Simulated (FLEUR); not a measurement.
## E(M) of TaRu

How stiff is the moment of TaRu, and are there other minima?

Calculated with FLEUR MaX-R8.1; PBEsol; all-electron FLAPW, Dirac cores, scalar-relativistic bands.

### 1. The structure

Symmetry: Pm-3m, No. 221, cubic system. Conventional cell: a = 3.187 Å, b = 3.187 Å, c = 3.187 Å, α = 90.00°, β = 90.00°, γ = 90.00°. Nearest to Ta lie 8 Ru at 2.76 Å. Nearest to Ru lie 8 Ta at 2.76 Å. Farther neighbours are not listed.

Structure file:

```xyz
2
Lattice="3.1870 0.0000 0.0000 0.0000 3.1870 0.0000 0.0000 0.0000 3.1870" Properties=species:S:1:pos:R:3 pbc="T T T"
Ta    1.5935    1.5935    1.5935
Ru    0.0000    0.0000    0.0000
```

### 2. Unconstrained state

The free run tells which range of moments is worth scanning.

inpgen writes inp.xml from crystal.txt; cutoffs, mixing, functional, smearing and local orbitals are then set in the file. The k list default-1 (kpts.xml, not shown) is a Γ-centred 8×8×8 mesh; where the ranks do not divide the number of points, some are split in two of half the weight.

The input, inp.xml:

```
<?xml version="1.0" encoding="UTF-8" standalone="no"?>
<fleurInput fleurInputVersion="0.39">
   <comment>
      TaRu
   </comment>
   <calculationSetup>
      <cutoffs Kmax="3.6" Gmax="10.8" GmaxXC="10.8" numbands="0"/>
      <scfLoop itmax="90" minDistance="0.00002" maxIterBroyd="15" imix="Anderson" alpha="0.05" precondParam="0.0" spinf="2.0" sdNocoIR="T"/>
      <coreElectrons ctail="T" frcor="F" kcrel="0" coretail_lmax="0"/>
      <xcFunctional name="PBEs" relativisticCorrections="F"/>
      <magnetism jspins="2"/>
      <soc l_soc="F" theta="0.0" phi="0.0" spav="F"/>
      <expertModes spex="0" secvar="F"/>
      <geometryOptimization l_f="F" forcealpha="1.0" forcemix="BFGS" epsdisp="0.00001" epsforce="0.00001"/>
      <ldaU l_linMix="F" mixParam="0.05" spinf="1.0"/>
   </calculationSetup>
   <cell>
      <bzIntegration valenceElectrons="41.0" mode="hist" fermiSmearingEnergy="0.00293995">
         <kPointListSelection listName="default-1"/>
         <xi:include xmlns:xi="http://www.w3.org/2001/XInclude" href="kpts.xml"> </xi:include>
      </bzIntegration>
      <xi:include xmlns:xi="http://www.w3.org/2001/XInclude" href="sym.xml"> </xi:include>
      <bulkLattice scale="1.0">
         <bravaisMatrix>
            <row-1>    6.0225571591001996     0.0000000000000000     0.0000000000000000</row-1>
            <row-2>    0.0000000000000000     6.0225571591001996     0.0000000000000000</row-2>
            <row-3>    0.0000000000000000     0.0000000000000000     6.0225571591001996</row-3>
         </bravaisMatrix>
      </bulkLattice>
   </cell>
   <atomSpecies>
      <species name="Tantalum (Ta)" element="Ta" atomicNumber="73">
         <mtSphere radius="2.54" gridPoints="839" logIncrement="0.016"/>
         <atomicCutoffs lmax="10" lnonsphr="8"/>
         <electronConfig flipSpins="F">
            <coreConfig>(1s1/2) (2s1/2) (2p1/2) (2p3/2) (3s1/2) (3p1/2) (3p3/2) (4s1/2) (3d3/2) (3d5/2) (4p1/2) (4p3/2) (4d3/2) (4d5/2)</coreConfig>
            <valenceConfig>(5s1/2) (5p1/2) (5p3/2) (6s1/2) (4f5/2) (4f7/2) (5d3/2) (5d5/2)</valenceConfig>
            <stateOccupation state="(5d3/2)" spinUp="0.600000" spinDown="0.600000"/>
            <stateOccupation state="(5d5/2)" spinUp="0.900000" spinDown="0.900000"/>
         </electronConfig>
         <energyParameters s="6" p="6" d="5" f="5"/>
         <lo type="SCLO" l="0" n="5" eDeriv="0"/>
         <lo type="SCLO" l="1" n="5" eDeriv="0"/>
         <lo type="SCLO" l="3" n="4" eDeriv="0"/>
      </species>
      <species name="Ruthenium 1.500" element="Ru" atomicNumber="44">
         <mtSphere radius="2.54" gridPoints="839" logIncrement="0.015"/>
         <atomicCutoffs lmax="10" lnonsphr="8"/>
         <electronConfig flipSpins="F">
            <coreConfig>(1s1/2) (2s1/2) (2p1/2) (2p3/2) (3s1/2) (3p1/2) (3p3/2) (4s1/2) (3d3/2) (3d5/2)</coreConfig>
            <valenceConfig>(4p1/2) (4p3/2) (5s1/2) (4d3/2) (4d5/2)</valenceConfig>
            <stateOccupation state="(5s1/2)" spinUp="0.5" spinDown="0.5"/>
            <stateOccupation state="(4d3/2)" spinUp="1.4" spinDown="1.4"/>
            <stateOccupation state="(4d5/2)" spinUp="2.85" spinDown="1.35"/>
         </electronConfig>
         <energyParameters s="5" p="5" d="4" f="4"/>
         <lo type="SCLO" l="1" n="4" eDeriv="0"/>
      </species>
   </atomSpecies>
   <atomGroups>
      <atomGroup species="Tantalum (Ta)">
         <relPos label="                   1">1.000/2.000 1.000/2.000 1.000/2.000</relPos>
         <force calculate="T" relaxXYZ="TTT"/>
      </atomGroup>
      <atomGroup species="Ruthenium 1.500">
         <relPos label="                   2">.0000000000 .0000000000 .0000000000</relPos>
         <force calculate="T" relaxXYZ="TTT"/>
      </atomGroup>
   </atomGroups>
   <output dos="F" band="F" slice="F">
      <bandDOS minEnergy="-.5*Htr" maxEnergy="0.5*Htr" sigma="0.015" storeEVData="T"/>
      <plotting iplot="0" polar="F">
         <plot TwoD="T" vec1="  1.0  0.0  0.0" vec2="  0.0  1.0  0.0" vec3="  0.0  0.0  1.0" zero="  0.0  0.0  0.0" file="plot"/>
      </plotting>
      <moessbauerParams electricFieldGradient="F" isomerShift="F" coreHyperfine="F" valenceHyperfine="F"/>
   </output>
</fleurInput>
```

The input, crystal.txt:

```
TaRu
&input film=F cartesian=F /
3.18700000000  0.00000000000  0.00000000000
0.00000000000  3.18700000000  0.00000000000
0.00000000000  0.00000000000  3.18700000000
1.8897261246
1.0 1.0 1.0

2
73 0.50000000000  0.50000000000  0.50000000000
44 0.00000000000  0.00000000000  0.00000000000 : 1.500

&kpt div1=8 div2=8 div3=8 gamma=T /
```

Launch:

```sh
$ OMP_NUM_THREADS=1 inpgen -f crystal.txt > inpgen.log  # inp.xml is then edited as shown
$ OMP_NUM_THREADS=1 mpirun -n 4 fleur_MPI > fleur.log
```

The program printed:

```text
Welcome to FLEUR        (www.flapw.de)
      MaX-Release 8.1          (www.max-centre.eu)

 ========== k-point set info ==========
 Selected k-point list: default-1
 k-point list type: mesh
 0 x 0 x 0
 Number of k points: 36

 ------------Calculation Setup---------------------------
 Number of MPI-tasks      :            4
 Number of PE/node        :            4
 Number of OMP-threads    :            1
 k-points in parallel     :            4
 pe's per k-point         :            1
 No of k-point loops      :            9
 Eigenvalue solver        :       lapack
 Number of basis functions:          225
 Approximate size of matrices (H+S) per k-point:         0.001 GB
 --------------------------------------------------------
 Iteration:     1   Distance:      19.43519248 me/bohr^3
 Iteration:     2   Distance:      14.96499185 me/bohr^3
 Iteration:     3   Distance:       8.21405342 me/bohr^3
 Iteration:     4   Distance:       6.27353951 me/bohr^3
 Iteration:     5   Distance:       4.55283982 me/bohr^3
 Iteration:     6   Distance:       3.45352703 me/bohr^3
 Iteration:     7   Distance:       2.89110771 me/bohr^3
 Iteration:     8   Distance:       1.33576897 me/bohr^3
 Iteration:     9   Distance:       1.37817498 me/bohr^3
 Iteration:    10   Distance:       0.99653676 me/bohr^3
[... 16 iterations left out ...]
 Iteration:    27   Distance:       0.00068259 me/bohr^3
 Iteration:    28   Distance:       0.00007885 me/bohr^3
 Iteration:    29   Distance:       0.00009334 me/bohr^3
 Iteration:    30   Distance:       0.00009166 me/bohr^3
 Iteration:    31   Distance:       0.00008454 me/bohr^3
 Iteration:    32   Distance:       0.00006856 me/bohr^3
 Iteration:    33   Distance:       0.00006304 me/bohr^3
 Iteration:    34   Distance:       0.00005005 me/bohr^3
 Iteration:    35   Distance:       0.00002564 me/bohr^3
 Iteration:    36   Distance:       0.00001802 me/bohr^3

 ********************************************************************
 Run finished successfully
 Stop message:
   all done
 ********************************************************************

--- out.xml (last complete iteration) ---
<iteration numberForCurrentRun="   36" overallNumber="   36">
         [... left out ...]
         <bandgap value="0.0000038987" units="eV"/>
         <sumValenceSingleParticleEnergies value="-13.2711801378" units="Htr"/>
         <FermiEnergy value="0.5159121171" units="Htr"/>
         <valenceDensity>
            <mtCharges spin="1">
               <mtCharge atomType="1" total="12.4463270" s="1.1918185" p="3.1204830" d="1.1058999" f="7.0210163"/>
               <mtCharge atomType="2" total="6.4742957" s="0.2134271" p="3.1885779" d="3.0455213" f="0.0217473"/>
            </mtCharges>
            <mtCharges spin="2">
               <mtCharge atomType="1" total="12.4463270" s="1.1918185" p="3.1204831" d="1.1058998" f="7.0210163"/>
               <mtCharge atomType="2" total="6.4742916" s="0.2134270" p="3.1885779" d="3.0455173" f="0.0217473"/>
            </mtCharges>
            <spinDependentCharge spin="1" total="20.5000021" interstitial="1.5793793" mtSpheres="18.9206227"/>
            <spinDependentCharge spin="2" total="20.4999979" interstitial="1.5793794" mtSpheres="18.9206185"/>
            <totalCharge value="41.0000000000"/>
         </valenceDensity>
         [... left out ...]
         <allElectronCharges>
            <spinDependentCharge spin="1" total="58.5000020" interstitial="1.5805278" mtSpheres="56.9194742"/>
            <spinDependentCharge spin="2" total="58.4999979" interstitial="1.5805279" mtSpheres="56.9194701"/>
            <totalCharge value="116.9999999787"/>
         </allElectronCharges>
         <magneticMomentsInMTSpheres units="muBohr">
            <globalMagMoment atomType="1" vec="0.00000   0.00000   0.00000"/>
            <localMagMoment atomType="1" vec="0.00000   0.00000   0.00000"/>
            <globalMagMoment atomType="2" vec="0.00000   0.00000   0.00000"/>
            <localMagMoment atomType="2" vec="0.00000   0.00000   0.00000"/>
         </magneticMomentsInMTSpheres>
         <moessbauerParams unitsHFF="kG" unitsIS="e/bohr^3" unitsEFG="Htr/bohr^2">
         </moessbauerParams>
         <totalEnergy value="   -20151.0655184072" units="Htr">
            <sumOfEigenvalues value="   -12243.6378098802">
               <coreElectrons value="-12230.3666297424"/>
               <valenceElectrons value="-13.2711801378"/>
            </sumOfEigenvalues>
            <densityCoulombPotentialIntegral value="-33908.2864217851"/>
            <densityEffectivePotentialIntegral value="-34493.2506670893"/>
            <chargeDenXCDenIntegral value="-444.4649321265"/>
            <FockExchangeEnergyValence value="0.0000000000"/>
            <FockExchangeEnergyCore value="0.0000000000"/>
            <atomTypeDependentContributions atomType="1">
               <electronNucleiInteractionDifferentMTs value="19463.4085013593"/>
               <MadelungTerm value="-45.2322021085"/>
            </atomTypeDependentContributions>
            <atomTypeDependentContributions atomType="2">
               <electronNucleiInteractionDifferentMTs value="5473.9387661327"/>
               <MadelungTerm value="-19.4907629969"/>
            </atomTypeDependentContributions>
            <tkbTimesEntropy value="0.0023093660"/>
            <freeEnergy value="-20151.0678277732"/>
            <extrapolationTo0K value="-20151.0666730902"/>
         </totalEnergy>
         <densityConvergence units="me/bohr^3">
            <chargeDensity spin="1" distance="0.0000116059"/>
            <chargeDensity spin="2" distance="0.0000125918"/>
            <overallChargeDensity distance="0.0000180178"/>
            <spinDensity distance="0.0000161821"/>
         </densityConvergence>
      </iteration>
```

Elapsed: 27 s, on 4 MPI ranks of Arm Neoverse V1, shared host; peak memory 0.23 GiB; 1.8 min of CPU time.

Read from the output:

```
free energy                                                       : -548338.4899 eV
program's band gap on this mesh (in a metal only a level spacing) : 3.90e-6 eV
final state                                                       : non-magnetic
```

After 36 cycles the seed has died away: no moment is left.

### 3. No spin polarisation

Edit inp.xml of step 2 so:

```diff
@@ -10,3 +10,3 @@
       <xcFunctional name="PBEs" relativisticCorrections="F"/>
-      <magnetism jspins="2"/>
+      <magnetism jspins="1"/>
       <soc l_soc="F" theta="0.0" phi="0.0" spav="F"/>
@@ -45,3 +45,3 @@
       </species>
-      <species name="Ruthenium 1.500" element="Ru" atomicNumber="44">
+      <species name="Ruthenium (Ru)" element="Ru" atomicNumber="44">
          <mtSphere radius="2.54" gridPoints="839" logIncrement="0.015"/>
@@ -51,5 +51,5 @@
             <valenceConfig>(4p1/2) (4p3/2) (5s1/2) (4d3/2) (4d5/2)</valenceConfig>
-            <stateOccupation state="(5s1/2)" spinUp="0.5" spinDown="0.5"/>
-            <stateOccupation state="(4d3/2)" spinUp="1.4" spinDown="1.4"/>
-            <stateOccupation state="(4d5/2)" spinUp="2.85" spinDown="1.35"/>
+            <stateOccupation state="(5s1/2)" spinUp="0.500000" spinDown="0.500000"/>
+            <stateOccupation state="(4d3/2)" spinUp="1.400000" spinDown="1.400000"/>
+            <stateOccupation state="(4d5/2)" spinUp="2.100000" spinDown="2.100000"/>
          </electronConfig>
@@ -64,3 +64,3 @@
       </atomGroup>
-      <atomGroup species="Ruthenium 1.500">
+      <atomGroup species="Ruthenium (Ru)">
          <relPos label="                   2">.0000000000 .0000000000 .0000000000</relPos>
```

Edit crystal.txt of step 2 so:

```diff
@@ -10,3 +10,3 @@
 73 0.50000000000  0.50000000000  0.50000000000
-44 0.00000000000  0.00000000000  0.00000000000 : 1.500
+44 0.00000000000  0.00000000000  0.00000000000
```

The program printed:

```text
[banner, memory and clock lines left out]
Welcome to FLEUR        (www.flapw.de)
      MaX-Release 8.1          (www.max-centre.eu)

 ========== k-point set info ==========
 Selected k-point list: default-1
 k-point list type: mesh
 0 x 0 x 0
 Number of k points: 36

 [... set-up left out ...]
 Iteration:     1   Distance:      20.60854558 me/bohr^3
 Iteration:     2   Distance:      15.66245172 me/bohr^3
 Iteration:     3   Distance:       8.90033043 me/bohr^3
 Iteration:     4   Distance:       5.51532123 me/bohr^3
 Iteration:     5   Distance:       4.39793229 me/bohr^3
 Iteration:     6   Distance:       1.66565371 me/bohr^3
 Iteration:     7   Distance:       2.51633905 me/bohr^3
 Iteration:     8   Distance:       0.30166668 me/bohr^3
[... lines left out ...]
 Iteration:    13   Distance:       0.00460111 me/bohr^3
 Iteration:    14   Distance:       0.00036964 me/bohr^3
 Iteration:    15   Distance:       0.00014542 me/bohr^3
 Iteration:    16   Distance:       0.00008388 me/bohr^3
 Iteration:    17   Distance:       0.00002447 me/bohr^3
 Iteration:    18   Distance:       0.00000841 me/bohr^3

 ********************************************************************
 Run finished successfully
 Stop message:
   all done
 ********************************************************************

--- out.xml (last complete iteration) ---
<iteration numberForCurrentRun="   18" overallNumber="   18">
         [... left out ...]
         <bandgap value="0.0377595510" units="eV"/>
         <sumValenceSingleParticleEnergies value="-13.2711800130" units="Htr"/>
         <FermiEnergy value="0.5159121217" units="Htr"/>
         [... left out ...]
         <totalEnergy value="   -20151.0655184181" units="Htr">
            <sumOfEigenvalues value="   -12243.6378134902">
               <coreElectrons value="-12230.3666334772"/>
               <valenceElectrons value="-13.2711800130"/>
            </sumOfEigenvalues>
         [... left out ...]
            <freeEnergy value="-20151.0678277842"/>
            <extrapolationTo0K value="-20151.0666731011"/>
         </totalEnergy>
         <densityConvergence units="me/bohr^3">
            <chargeDensity spin="1" distance="0.0000084068"/>
         </densityConvergence>
      </iteration>
```

Wall time 9.3 s (4 MPI ranks); peak memory 0.21 GiB.

Numbers from this step:

```yaml
free_energy: -548338.4899 eV
program_s_band_gap_on_this_mesh_in_a_metal_only_a_level_spacing: 0.03776 eV
final_state: non-magnetic (no spin polarisation)
```

Its energy lies -0.0 meV a cell from the free run's.

### 4. Moment fixed at 0.1 μB

Two Fermi energies hold the total moment; the run starts from the free run's density.

Edit inp.xml of step 3 so:

```diff
@@ -10,3 +10,3 @@
       <xcFunctional name="PBEs" relativisticCorrections="F"/>
-      <magnetism jspins="1"/>
+      <magnetism jspins="2" fixed_moment="0.1"/>
       <soc l_soc="F" theta="0.0" phi="0.0" spav="F"/>
@@ -45,3 +45,3 @@
       </species>
-      <species name="Ruthenium (Ru)" element="Ru" atomicNumber="44">
+      <species name="Ruthenium 1.500" element="Ru" atomicNumber="44">
          <mtSphere radius="2.54" gridPoints="839" logIncrement="0.015"/>
@@ -51,5 +51,5 @@
             <valenceConfig>(4p1/2) (4p3/2) (5s1/2) (4d3/2) (4d5/2)</valenceConfig>
-            <stateOccupation state="(5s1/2)" spinUp="0.500000" spinDown="0.500000"/>
-            <stateOccupation state="(4d3/2)" spinUp="1.400000" spinDown="1.400000"/>
-            <stateOccupation state="(4d5/2)" spinUp="2.100000" spinDown="2.100000"/>
+            <stateOccupation state="(5s1/2)" spinUp="0.5" spinDown="0.5"/>
+            <stateOccupation state="(4d3/2)" spinUp="1.4" spinDown="1.4"/>
+            <stateOccupation state="(4d5/2)" spinUp="2.85" spinDown="1.35"/>
          </electronConfig>
@@ -64,3 +64,3 @@
       </atomGroup>
-      <atomGroup species="Ruthenium (Ru)">
+      <atomGroup species="Ruthenium 1.500">
          <relPos label="                   2">.0000000000 .0000000000 .0000000000</relPos>
```

Launch:

```sh
$ OMP_NUM_THREADS=1 mpirun -n 4 fleur_MPI > fleur.log
```

The program printed:

```text
[banner, memory and clock lines left out]
Welcome to FLEUR        (www.flapw.de)
      MaX-Release 8.1          (www.max-centre.eu)

 ========== k-point set info ==========
 Selected k-point list: default-1
 k-point list type: mesh
 0 x 0 x 0
 Number of k points: 36

 [... set-up left out ...]
 Iteration:     1   Distance:       0.88133538 me/bohr^3
 Iteration:     2   Distance:       0.84387500 me/bohr^3
 Iteration:     3   Distance:       0.14203950 me/bohr^3
 Iteration:     4   Distance:       0.12659569 me/bohr^3
 Iteration:     5   Distance:       0.04472850 me/bohr^3
 Iteration:     6   Distance:       0.04274670 me/bohr^3
 Iteration:     7   Distance:       0.01153524 me/bohr^3
 Iteration:     8   Distance:       0.00605782 me/bohr^3
 Iteration:     9   Distance:       0.00320091 me/bohr^3
 Iteration:    10   Distance:       0.00118475 me/bohr^3
 Iteration:    11   Distance:       0.00100261 me/bohr^3
 Iteration:    12   Distance:       0.00015322 me/bohr^3
 Iteration:    13   Distance:       0.00006088 me/bohr^3
 Iteration:    14   Distance:       0.00002951 me/bohr^3
 Iteration:    15   Distance:       0.00001070 me/bohr^3

 ********************************************************************
 Run finished successfully
 Stop message:
   all done
 ********************************************************************

--- out.xml (last complete iteration) ---
<iteration numberForCurrentRun="   15" overallNumber="   51">
         [... left out ...]
         <bandgap value="0.0387607206" units="eV"/>
         <sumValenceSingleParticleEnergies value="-6.6177288112" units="Htr"/>
         <bandgap value="0.0167632154" units="eV"/>
         <sumValenceSingleParticleEnergies value="-13.2710197571" units="Htr"/>
         <FermiEnergy value="0.5156314358" units="Htr"/>
         <FixedTotalMoment fermiEnergyUp="0.5161525024" fermiEnergyDown="0.5156314358" units="Htr"/>
         [... left out ...]
         <magneticMomentsInMTSpheres units="muBohr">
            <globalMagMoment atomType="1" vec="0.00000   0.00000   0.01681"/>
            <globalMagMoment atomType="2" vec="0.00000   0.00000   0.07886"/>
         </magneticMomentsInMTSpheres>
         [... left out ...]
         <totalEnergy value="   -20151.0655277770" units="Htr">
            <sumOfEigenvalues value="   -12243.6372760818">
               <coreElectrons value="-12230.3662563246"/>
               <valenceElectrons value="-13.2710197571"/>
            </sumOfEigenvalues>
         [... left out ...]
            <freeEnergy value="-20151.0678152357"/>
            <extrapolationTo0K value="-20151.0666715064"/>
         </totalEnergy>
         <densityConvergence units="me/bohr^3">
            <chargeDensity spin="1" distance="0.0000054623"/>
            <chargeDensity spin="2" distance="0.0000056742"/>
            <overallChargeDensity distance="0.0000030787"/>
            <spinDensity distance="0.0000107045"/>
         </densityConvergence>
      </iteration>
```

Elapsed: 12 s, on 4 MPI ranks; peak memory 0.23 GiB; 46 s of CPU time.

This step gave:

```
magnetization : 0.1 μB
```

Its energy lies +0.3 meV a cell from the free run's.

(Part 1 of 2 ends here.)

[Logs and program files are shortened in this print: banners, set-up blocks, solver, clock and traceback lines can be left out without a mark of their own.]

[Logs are printed without paths, hosts, clocks, repeated set-up lines and the standing remarks that a program may print on its own settings, such as how far it seeks lower states.]

[Hosts, paths, dates, database ids (printed as entryN), source tags and the programs' standing remarks are cut or masked in the printed files.]

[Where a cell is said to come from a database of computed structures, the database is the Materials Project.]
